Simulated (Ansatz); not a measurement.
# Na on Ru(0001): change of the work function

Aim: the work function of Ru(0001) at several coverages of Na (fcc site), and the dipole that each adsorbate carries.

Program: Ansatz 0.2.0. Level of theory: plane-wave DFT, PBE, Ansatz PAW. Values are calculated unless marked as measured.

The raw output is cut from this account; settings, times and results stay.

### Step 1. The system as given

The cell holds 4 atoms: 4 Ru. Cell: a = 2.700 Å, b = 2.700 Å, c = 24.415 Å, α = 90.0°, β = 90.0°, γ = 60.0°. Vacuum lies along c.

### Step 2. The clean slab

The bare slab comes first, as the zero from which every change is counted. The two lowest layers are held at bulk places and the upper ones relax. The dipole correction removes the false field that a one-sided slab makes across the periodic vacuum, so each face gets a flat vacuum level of its own.

input.yaml

```yaml
crystal:
  lattice:
    - [2.7, 0.0, 0.0]
    - [1.35, 2.3382685902, 0.0]
    - [0.0, 0.0, 24.4152]
  atoms:
    - { symbol: Ru, position: [0.6666666667, 0.6666666667, 0.3686228251] }
    - { symbol: Ru, position: [0.0, 0.0, 0.4562076084] }
    - { symbol: Ru, position: [0.6666666667, 0.6666666667, 0.5437923916] }
    - { symbol: Ru, position: [0.0, 0.0, 0.6313771749] }
kpoints:
  mp_grid: { grid: [12, 12, 1] }
hamiltonian:
  xc: pbe
scf:
  occupations: { method: fermi_dirac, width: 0.1 }
  convergence: { dr2_threshold: 1.0e-08 }
efield:
  axis: 3
  dipole_correction: true
  ramp_position: 0.97
  ramp_width: 0.06
relax:
  f_tol: 0.02
  max_steps: 60
  constraints: [{ sites: [0, 1] }]
output:
  write_potential: true
  write_density: true
  volumetric_format: npy
```

The run is started by

```bash
ansatz run input.yaml --threads 4 --pin off --max-ram 16384MiB --backend cpu --events-out ev --progress --plain --runs-dir out
```

Wall time 11 s (4 threads of Arm Neoverse V1, shared host); peak memory 0.46 GiB.

Relaxation path:

```csv
step,energy less that of the first step (eV),largest force component (eV/Å)
1,0.0000,0.5365
2,-0.0100,0.2640
3,-0.0132,0.0173
```

The run keeps the 6 symmetry operations that the program found, so distortions that break them were not tested.

The atoms that moved most (Å):

```csv
atom,dx,dy,dz,length
Ru4,0.000,0.000,-0.034,0.034
Ru3,0.000,0.000,0.019,0.019
```

Final coordinates:

```xyz
4
Lattice="2.7000 0.0000 0.0000 1.3500 2.3383 0.0000 0.0000 0.0000 24.4152" Properties=species:S:1:pos:R:3
Ru    2.7000    1.5588    9.0000
Ru    0.0000    0.0000   11.1384
Ru    2.7000    1.5588   13.2962
Ru    0.0000    0.0000   15.3813
```

Read from the output:

- energy at zero smearing: -23512.6524 eV
- work function, upper face: 5.046 eV
- work function, lower face: 5.075 eV
- dipole along the normal: 0.001038 e·Å
- step between the vacuum levels: -0.02975 eV

Running mean over 2.138 Å of the planar mean; the ramp of the sawtooth is left out. Table of electron's electrostatic potential energy less the Fermi level by z:

```csv
z (Å),electron's electrostatic potential energy less the Fermi level (eV)
3.0,5.08
3.5,5.07
4.0,5.07
4.5,5.07
5.0,5.07
5.5,5.05
6.0,4.98
6.5,4.76
7.0,3.94
7.5,0.744
8.0,-6.27
8.5,-12.3
9.0,-14.2
9.5,-14.5
10.0,-14.6
10.5,-14.7
11.0,-14.8
11.5,-14.8
12.0,-14.6
12.5,-14.7
13.0,-14.9
13.5,-15.0
14.0,-15.4
14.5,-15.4
15.0,-14.8
15.5,-14.1
16.0,-11.4
16.5,-4.48
17.0,1.85
17.5,4.21
18.0,4.81
18.5,4.98
19.0,5.03
19.5,5.04
20.0,5.04
20.5,5.05
21.0,5.05
```

The relaxation took 3 steps and lowered the energy by 0.013 eV; the largest force on the free atoms ends at 0.017 eV/Å.

The work function of the upper face is 5.05 eV.

### Step 3. The covered slab, k-mesh 4×4×1, coverage 0.111 ML

System of this step: Na/Ru(0001). The cell holds 37 atoms: 36 Ru and 1 Na. Its edges and angles: a = 8.100 Å, b = 8.100 Å, c = 27.192 Å, α = 90.0°, β = 90.0°, γ = 60.0°. Vacuum lies along c.

The clean slab as it ended is repeated in the plane and the adsorbate is set on one face; the cell's size fixes the coverage, and the k-mesh shrinks with it to keep the sampling density about even. Adsorbate and upper layers relax, since the dipole depends on the height.

input.yaml

```yaml
crystal:
  lattice:
    - [8.1, 0.0, 0.0]
    - [4.05, 7.0148057706, 0.0]
    - [0.0, 0.0, 27.1915074177]
  atoms:
    - { symbol: Ru, position: [0.2222222222, 0.2222222222, 0.3309856957] }
    - { symbol: Ru, position: [0.0, 0.0, 0.4096278971] }
    - { symbol: Ru, position: [0.2222222222, 0.2222222222, 0.4889831427] }
    - { symbol: Ru, position: [0.0, 0.0, 0.5656658536] }
    - { symbol: Ru, position: [0.2222222222, 0.5555555556, 0.3309856957] }
    - { symbol: Ru, position: [0.0, 0.3333333333, 0.4096278971] }
    - { symbol: Ru, position: [0.2222222222, 0.5555555556, 0.4889831427] }
    - { symbol: Ru, position: [0.0, 0.3333333333, 0.5656658536] }
[... 25 atom lines left out ...]
    - { symbol: Ru, position: [0.6666666667, 0.6666666667, 0.4096278971] }
    - { symbol: Ru, position: [0.8888888889, 0.8888888889, 0.4889831427] }
    - { symbol: Ru, position: [0.6666666667, 0.6666666667, 0.5656658536] }
    - { symbol: Na, position: [0.1111111111, 0.1111111111, 0.6690143043] }
kpoints:
  mp_grid: { grid: [4, 4, 1] }
hamiltonian:
  xc: pbe
scf:
  occupations: { method: fermi_dirac, width: 0.1 }
  convergence: { dr2_threshold: 1.0e-08 }
efield:
  axis: 3
  dipole_correction: true
  ramp_position: 0.97
  ramp_width: 0.06
relax:
  f_tol: 0.02
  max_steps: 60
  constraints:
    - { sites: [0, 1, 4, 5, 8, 9, 12, 13, 16, 17, 20, 21, 24, 25, 28, 29, 32, 33] }
output:
  write_potential: true
  write_density: true
  volumetric_format: npy
```

Run time: 11 min. Hardware: 4 threads; peak memory 9 GiB; 32 min of CPU time.

Step by step:

```csv
step,energy less that of the first step (eV),largest force component (eV/Å)
1,0.0000,0.4719
2,-0.0373,0.3068
3,-0.0555,0.0986
4,-0.0562,0.0612
5,-0.0573,0.0034
```

The run keeps the 6 symmetry operations that the program found, so distortions that break them were not tested.

The atoms that moved most (Å):

```csv
atom,dx,dy,dz,length
Na37,0.000,0.000,-0.213,0.213
Ru4,-0.009,-0.005,-0.007,0.012
Ru16,0.009,-0.005,-0.007,0.012
Ru8,0.000,0.010,-0.007,0.012
Ru20,-0.006,-0.003,0.006,0.009
Ru32,0.006,-0.003,0.006,0.009
Ru24,0.000,0.007,0.006,0.009
Ru23,0.003,-0.002,-0.008,0.009
```

Final coordinates:

```xyz
37
Lattice="8.1000 0.0000 0.0000 4.0500 7.0148 0.0000 0.0000 0.0000 27.1915" Properties=species:S:1:pos:R:3
Ru    2.7000    1.5588    9.0000
Ru    0.0000    0.0000   11.1384
Ru    2.7019    1.5599   13.2891
Ru   -0.0087   -0.0050   15.3748
Ru    4.0500    3.8971    9.0000
Ru    1.3500    2.3383   11.1384
Ru    4.0504    3.8969   13.2948
Ru    1.3500    2.3483   15.3748
Ru    5.4000    6.2354    9.0000
Ru    2.7000    4.6765   11.1384
Ru    5.4000    6.2332   13.2891
Ru    2.7003    4.6764   15.3847
Ru    5.4000    1.5588    9.0000
Ru    2.7000    0.0000   11.1384
Ru    5.4000    1.5593   13.2948
Ru    2.7087   -0.0050   15.3748
Ru    6.7500    3.8971    9.0000
Ru    4.0500    2.3383   11.1384
Ru    6.7496    3.8969   13.2948
Ru    4.0440    2.3348   15.3875
Ru    8.1000    6.2354    9.0000
Ru    5.4000    4.6765   11.1384
Ru    8.1035    6.2334   13.2885
Ru    5.4000    4.6835   15.3875
Ru    8.1000    1.5588    9.0000
Ru    5.4000    0.0000   11.1384
Ru    8.0981    1.5599   13.2891
Ru    5.4000    0.0003   15.3847
Ru    9.4500    3.8971    9.0000
Ru    6.7500    2.3383   11.1384
Ru    9.4500    3.9012   13.2885
Ru    6.7560    2.3348   15.3875
Ru   10.8000    6.2354    9.0000
Ru    8.1000    4.6765   11.1384
Ru   10.7965    6.2334   13.2885
Ru    8.0997    4.6764   15.3847
Na    1.3500    0.7794   17.9786
```

This step gave:

| Quantity | Value |
| --- | --- |
| energy at zero smearing | -213101.4118 eV |
| work function, upper face | 2.880 eV |
| work function, lower face | 5.090 eV |
| dipole along the normal | 0.6939 e·Å |
| step between the vacuum levels | -2.210 eV |

Running mean over 2.138 Å of the planar mean; the ramp of the sawtooth is left out. Table of electron's electrostatic potential energy less the Fermi level by z:

```csv
z (Å),electron's electrostatic potential energy less the Fermi level (eV)
3.5,5.09
4.0,5.09
4.5,5.09
5.0,5.08
5.5,5.07
6.0,5.00
6.5,4.77
7.0,3.95
7.5,0.783
8.0,-6.25
8.5,-12.4
9.0,-14.2
9.5,-14.5
10.0,-14.6
10.5,-14.7
11.0,-14.8
11.5,-14.8
12.0,-14.7
12.5,-14.7
13.0,-14.9
13.5,-15.0
14.0,-15.3
14.5,-15.3
15.0,-14.8
15.5,-14.1
16.0,-11.4
16.5,-4.83
17.0,0.916
17.5,2.57
18.0,2.68
18.5,2.53
19.0,2.60
19.5,2.80
20.0,2.86
20.5,2.87
21.0,2.88
21.5,2.88
22.0,2.88
22.5,2.88
23.0,2.88
23.5,2.88
24.0,2.88
```

The relaxation took 5 steps and lowered the energy by 0.057 eV; the largest force on the free atoms ends at 0.0034 eV/Å.

The covered face has 2.88 eV, -2.17 eV against the clean one; the bare back face has moved by +0.01 eV, a measure of how thin the slab is.

### Step 4. Adsorbate added, k-mesh 6×6×1, coverage 0.25 ML

System of this step: Na/Ru(0001). The cell holds 17 atoms: 16 Ru and 1 Na. Its edges and angles: a = 5.400 Å, b = 5.400 Å, c = 27.192 Å, α = 90.0°, β = 90.0°, γ = 60.0°. Vacuum lies along c.

Another coverage, to see how the dipoles act on each other as their distance changes.

input.yaml

```yaml
crystal:
  lattice:
    - [5.4, 0.0, 0.0]
    - [2.7, 4.6765371804, 0.0]
    - [0.0, 0.0, 27.1915074177]
  atoms:
    - { symbol: Ru, position: [0.3333333333, 0.3333333333, 0.3309856957] }
    - { symbol: Ru, position: [0.0, 0.0, 0.4096278971] }
    - { symbol: Ru, position: [0.3333333333, 0.3333333333, 0.4889831427] }
    - { symbol: Ru, position: [0.0, 0.0, 0.5656658536] }
    - { symbol: Ru, position: [0.3333333333, 0.8333333333, 0.3309856957] }
    - { symbol: Ru, position: [0.0, 0.5, 0.4096278971] }
    - { symbol: Ru, position: [0.3333333333, 0.8333333333, 0.4889831427] }
    - { symbol: Ru, position: [0.0, 0.5, 0.5656658536] }
    - { symbol: Ru, position: [0.8333333333, 0.3333333333, 0.3309856957] }
    - { symbol: Ru, position: [0.5, 0.0, 0.4096278971] }
    - { symbol: Ru, position: [0.8333333333, 0.3333333333, 0.4889831427] }
    - { symbol: Ru, position: [0.5, 0.0, 0.5656658536] }
    - { symbol: Ru, position: [0.8333333333, 0.8333333333, 0.3309856957] }
    - { symbol: Ru, position: [0.5, 0.5, 0.4096278971] }
    - { symbol: Ru, position: [0.8333333333, 0.8333333333, 0.4889831427] }
    - { symbol: Ru, position: [0.5, 0.5, 0.5656658536] }
    - { symbol: Na, position: [0.1666666667, 0.1666666667, 0.6690143043] }
kpoints:
  mp_grid: { grid: [6, 6, 1] }
hamiltonian:
  xc: pbe
scf:
  occupations: { method: fermi_dirac, width: 0.1 }
  convergence: { dr2_threshold: 1.0e-08 }
efield:
  axis: 3
  dipole_correction: true
  ramp_position: 0.97
  ramp_width: 0.06
relax:
  f_tol: 0.02
  max_steps: 60
  constraints: [{ sites: [0, 1, 4, 5, 8, 9, 12, 13] }]
output:
  dos: { projected: true, e_range: [-8, 4] }
  write_potential: true
  write_density: true
  volumetric_format: npy
  elf: true
```

Elapsed: 1.8 min, on 4 threads; peak memory 2.7 GiB; 7 min of CPU time.

Relaxation path:

```csv
step,energy less that of the first step (eV),largest force component (eV/Å)
1,0.0000,0.5405
2,-0.0517,0.3923
3,-0.0842,0.1176
4,-0.0875,0.0156
```

The run keeps the 6 symmetry operations that the program found, so distortions that break them were not tested.

The atoms that moved most (Å):

```csv
atom,dx,dy,dz,length
Na17,0.000,0.000,-0.274,0.274
Ru15,0.000,0.000,-0.026,0.026
Ru4,-0.019,-0.011,-0.010,0.024
Ru12,0.019,-0.011,-0.010,0.024
Ru8,0.000,0.022,-0.010,0.024
Ru16,0.000,0.000,0.021,0.021
```

The relaxed structure:

```
Ru Na
1.0
     5.40000    0.00000    0.00000
     2.70000    4.67654    0.00000
     0.00000    0.00000   27.19151
Ru Na
16 1
Cartesian
  2.7000 1.5588 9.0000
  0.0000 0.0000 11.1384
  2.7018 1.5599 13.2928
  -0.0194 -0.0112 15.3716
  4.0500 3.8971 9.0000
  1.3500 2.3383 11.1384
  4.0500 3.8950 13.2928
  1.3500 2.3607 15.3716
  5.4000 1.5588 9.0000
  2.7000 0.0000 11.1384
  5.3982 1.5599 13.2928
  2.7194 -0.0112 15.3716
  6.7500 3.8971 9.0000
  4.0500 2.3383 11.1384
  6.7500 3.8971 13.2705
  4.0500 2.3383 15.4028
  1.3500 0.7794 17.9175
```

This step gave:

```yaml
energy_at_zero_smearing: -95537.9318 eV
work_function_upper_face: 1.763 eV
work_function_lower_face: 5.083 eV
dipole_along_the_normal: 0.4633 e·Å
step_between_the_vacuum_levels: -3.319 eV
```

Running mean over 2.138 Å of the planar mean; the ramp of the sawtooth is left out. The electron's electrostatic potential energy less the Fermi level by z:

```csv
z (Å),electron's electrostatic potential energy less the Fermi level (eV)
3.5,5.08
4.0,5.08
4.5,5.08
5.0,5.08
5.5,5.06
6.0,4.99
6.5,4.77
7.0,3.95
7.5,0.782
8.0,-6.25
8.5,-12.4
9.0,-14.2
9.5,-14.5
10.0,-14.7
10.5,-14.8
11.0,-14.8
11.5,-14.8
12.0,-14.8
12.5,-14.8
13.0,-14.9
13.5,-15.0
14.0,-15.3
14.5,-15.3
15.0,-14.8
15.5,-14.1
16.0,-11.5
16.5,-5.25
17.0,-0.200
17.5,0.912
18.0,0.716
18.5,0.506
19.0,0.902
19.5,1.44
20.0,1.62
20.5,1.70
21.0,1.73
21.5,1.75
22.0,1.76
22.5,1.76
23.0,1.76
23.5,1.76
24.0,1.76
```

The density of states has structure finer than the step of the table below, so its rows give means over 0.5 eV. Peaks (eV: height): -5.38: 49.0, -2.83: 48.7, -2.14: 39.8, -1.62: 50.7, 0.84: 57.0, 1.11: 41.7, 1.26: 49.2.

Table of density of states by energy, zero at the Fermi level; means over each step:

energy (eV), density of states (states/eV a cell) and a bar:
```
     -7.5        0.4 
     -7.0        0.9 #
     -6.5        1.2 #
     -6.0        9.0 #########
     -5.5       21.8 ######################
     -5.0       17.8 ##################
     -4.5       20.7 #####################
     -4.0       19.1 ###################
     -3.5       16.7 #################
     -3.0       20.0 ####################
     -2.5       23.6 ########################
     -2.0       29.5 ##############################
     -1.5       27.3 ############################
     -1.0       15.1 ###############
     -0.5       20.8 #####################
      0.0       18.9 ###################
      0.5       18.9 ###################
      1.0       28.1 #############################
      1.5       23.9 ########################
```

Projected DOS per atom over height of the atomic layer and energy from the Fermi level. Layers: Ru4 Ru4 Ru4 Ru4 Na from below.

Ten even steps from '_' (0.00 states/eV) to '@' (2.40 states/eV), each cell a mean:
```
----==--::
++##%%++--
##++++**::
++====++..
**----++__
**----**__
==::::==..
%%++++##__
@@****@@__
**++++%%__
******##__
--======__
========__
==**++==__
++++++++__
--++**--__
::##%%--__
__====..__
__________
__________
__________
__________
```
Columns: height of the atomic layer (Å) from 9 to 17.9 (not evenly spaced); rows upwards: energy from the Fermi level (eV) from -7.96 to 1.95.

ELF in the ca plane at fractional y = 0.000, with atoms of Ru within 0.2 Å of it. It is the smooth field of the valence electrons, not physical close to the nuclei.

Ten even steps from '0' (0.00) to '9' (0.64), each cell a mean:
```
44444898963444445988942233221111000000000000
44344588644433344688632333322110000000000000
56434344443366434344433333221100000000000000
67534444443367434444444433221100000000000000
45444356444344344466433333221100000000000000
43344799854433444899832233222110000000000000
54444975963444445966952332111111000000000000
44444898963444445988942210000011100000000000
44344588644433344688633200100011110000000000
56434344444356434344444113410001110000000000
67534444443367434444454115520001110000000000
45444356444345344455433102200001110000000000
43344799954433444899843200000011100000000000
54444975963444445966952321000111100000000000
```
Columns run along c (16.0 Å, from fractional 0.32 to 0.91 of the cell), rows up along a (5.4 Å). Atoms in or near the plane, at fractional coordinates: Ru at (0.41, 0.00), Ru at (0.57, 0.00), Ru at (0.41, 0.50), Ru at (0.57, 0.50).

Valence density in the ca plane at fractional y = 0.000, with atoms of Ru within 0.2 Å of it. It is the smooth field of the valence electrons, not physical close to the nuclei.

Ten steps, logarithmic in the rise over the least value, from '0' (0.00 × 1e0 e/Å³) to '9' (9.70 × 1e0 e/Å³), each cell a mean:
```
33334799863333335899842100000000000000000000
44333577643344334677531000000000000000000000
56533344333455433344321000000000000000000000
56533333333466533333321000000000000000000000
45433456533455433566421000000000000000000000
33334689853333334798741100000000000000000000
23334799963333335899852100000000000000000000
33334799863333335899842100000000000000000000
44333577643344334677531111100000000000000000
56533344333455433344321112210000000000000000
56533333333466533333221123210000000000000000
45433456533345433455421112100000000000000000
33334689753333334788742100000000000000000000
23334899963333335899852100000000000000000000
```
Columns run along c (16.0 Å, from fractional 0.32 to 0.91 of the cell), rows up along a (5.4 Å). Atoms in or near the plane, at fractional coordinates: Ru at (0.41, 0.00), Ru at (0.57, 0.00), Ru at (0.41, 0.50), Ru at (0.57, 0.50).

Electrostatic potential energy in the ca plane at fractional y = 0.000, with atoms of Ru within 0.2 Å of it. With pseudopotentials it is smooth inside the atoms' cores, unlike the true potential.

Values in eV, 8 rows by 16 columns, each cell a mean:
```
  2  -2 -62 -17   2   2 -51 -34   8   9   8   8   8   8   8   8
-17   2  -3   3 -14  -3  -2   2   9   9   8   8   8   8   8   8
-11   2 -15   0  -9  -1 -11  -4   9   9   8   8   8   8   8   8
  4  -5 -75 -24   4   3 -63 -43   7   8   8   8   8   8   8   8
  2  -2 -62 -17   3   2 -48 -32   6   5   6   7   8   8   8   8
-17   2  -3   3 -13  -3   0   3   6   0   5   7   8   8   8   8
-11   2 -15   0  -8  -1  -9  -3   6   1   5   7   8   8   8   8
  4  -5 -75 -24   4   3 -61 -42   6   6   7   8   8   8   8   8
```
Columns run along c (16.0 Å, from fractional 0.32 to 0.91 of the cell; values clipped at the 3rd and 97th percentile), rows up along a (5.4 Å). Atoms in or near the plane, at fractional coordinates: Ru at (0.41, 0.00), Ru at (0.57, 0.00), Ru at (0.41, 0.50), Ru at (0.57, 0.50).

The relaxation took 4 steps and lowered the energy by 0.087 eV; the largest force on the free atoms ends at 0.016 eV/Å.

By hand: a sheet of dipoles makes a step −p/(ε₀A) in the electron's potential. With e/ε₀ = 180.95 V·Å, p = 0.4633 e·Å and A = 25.25 Å², that is −180.95 × (0.4633) / 25.25 = -3.319 eV, and the two vacuum levels of the run differ by -3.319 eV.

The covered face has 1.76 eV, -3.28 eV against the clean one; the bare back face has moved by +0.01 eV, a measure of how thin the slab is.

### Step 5. Work function against coverage

This step: plane-wave DFT, PBE, Ansatz PAW; work function against coverage (Ansatz 0.2.0).

The runs are now put side by side.

This step gave:

| Property | Result |
| --- | --- |
| work function of the clean face | 5.046 eV |
| largest change of the work function | -3.282 eV |

Work function of the covered face against coverage:

```csv
coverage (adsorbates/nm²),work function of the covered face (eV)
0.00,5.05
1.76,2.88
3.96,1.76
```

The dipole per adsorbate comes from the change of the cell's dipole. Coverage, by row:

```csv
coverage (1/nm²),coverage (ML),work function (eV),change (eV),"dipole per adsorbate, positive end outwards (debye)",mean height of the added atoms over the highest substrate atom (Å)
1.76,0.1111,2.88,-2.165,3.289,2.591
3.96,0.25,1.763,-3.282,2.205,2.515
```

### Step 6. Results

| Quantity | Value |
| --- | --- |
| work function of the clean face | 5.05 eV |
| work function at 0.11 ML | 2.88 eV |
| work function at 0.25 ML | 1.76 eV |
| dipole per adsorbate at 0.11 ML, positive end outwards | 3.29 D |

What this shows: Na lowers the work function of Ru(0001) at the lowest coverage, by 2.17 eV: the adsorbate layer has its positive end outwards. The slab has 4 layers, at the tabulated experimental lattice constant, one starting site was run, and quantum-size effects of a slab this thin can reach one or two tenths of an eV.

[Long decimals in the printed logs are rounded to 6 places.]

[Logs are printed without paths, hosts, clocks, repeated set-up lines and the standing remarks that a program may print on its own settings, such as how far it seeks lower states.]

[Hosts, paths, dates, database ids (printed as entryN), source tags and the programs' standing remarks are cut or masked in the printed files.]

[Maps of the electrostatic potential energy from Ansatz leave out the sawtooth potential of an applied field or a dipole correction, so their vacuum need not be flat; planar profiles and work functions include it.]

[The density of states shown here was stored with 400 of the rows of the run's finer table, so its peaks can read low, often by over a quarter, or be missed, and its means over a window can be off by a tenth or more.]
